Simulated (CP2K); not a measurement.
Consider methoxycyclopropane at its PBE geometry (Å).

```xyz
13

C     1.7544    0.7957    0.4768
O     0.6485    0.0441    0.9886
C    -0.0643   -0.5929   -0.0478
C    -1.5045   -0.8911    0.2207
C    -1.1296    0.1798   -0.7946
H     2.2609    1.2441    1.3396
H     1.4152    1.5926   -0.2074
H     2.4644    0.1434   -0.0621
H     0.5263   -1.3256   -0.6098
H    -1.8969   -0.5465    1.1759
H    -1.9119   -1.8366   -0.1334
H    -1.2787   -0.0216   -1.8546
H    -1.2837    1.2146   -0.4920
```

Method: CP2K XAS_TDP, all-electron GAPW, PBEh(45%), aug-cc-pVDZ, TDA, no relativity.

Where do the C K-edge lines lie, and how strong are they?

Leading lines: C1 284.84 eV, C3 285.25 eV and C4 284.39 eV. The leading line of an atom is its first one with 35 % of the strongest within 2.5 eV of its lowest line over the strength cut. 

The first six lines of each atom with a strength over 0.0015:

```tsv
atom	energy (eV)	states	strength, one atom
C1 (bonded to O and 3 H)	284.84	1	0.0200
	285.31	1	0.0139
	285.64	1	0.0203
	285.76	1	0.0208
	286.40	1	0.0037
	286.61	1	0.0045
C3 (bonded to 2 C, O and H)	285.25	1	0.0207
	286.09	1	0.0112
	286.29	1	0.0018
	286.48	1	0.0201
	286.63	1	0.0314
	287.43	1	0.0020
C4 (bonded to 2 C and 2 H)	284.04	1	0.0084
	284.39	1	0.0117
	284.72	1	0.0089
	285.01	1	0.0045
	285.38	1	0.0277
	285.59	1	0.0022
```

Lines are vertical, at one geometry, with no vibrational structure. Without a correction of the core level, line positions, and the gaps between valence and Rydberg lines, follow the share of exact exchange. At this level such K lines come out 3 to 6 eV under measured ones. Atoms with the same bonds but other surroundings in this conformer are left out. These values hold no scalar relativity, about 0.1 eV for C 1s. Rydberg lines, and the discretised continuum above threshold, depend on the basis and the box.

[Banner, clock and machine lines of the logs are left out without a mark of their own.]

[Logs are printed without paths, hosts, clocks, repeated set-up lines and the standing remarks that a program may print on its own settings, such as how far it seeks lower states.]

[Hosts, paths, dates, database ids (printed as entryN), source tags and the programs' standing remarks are cut or masked in the printed files.]
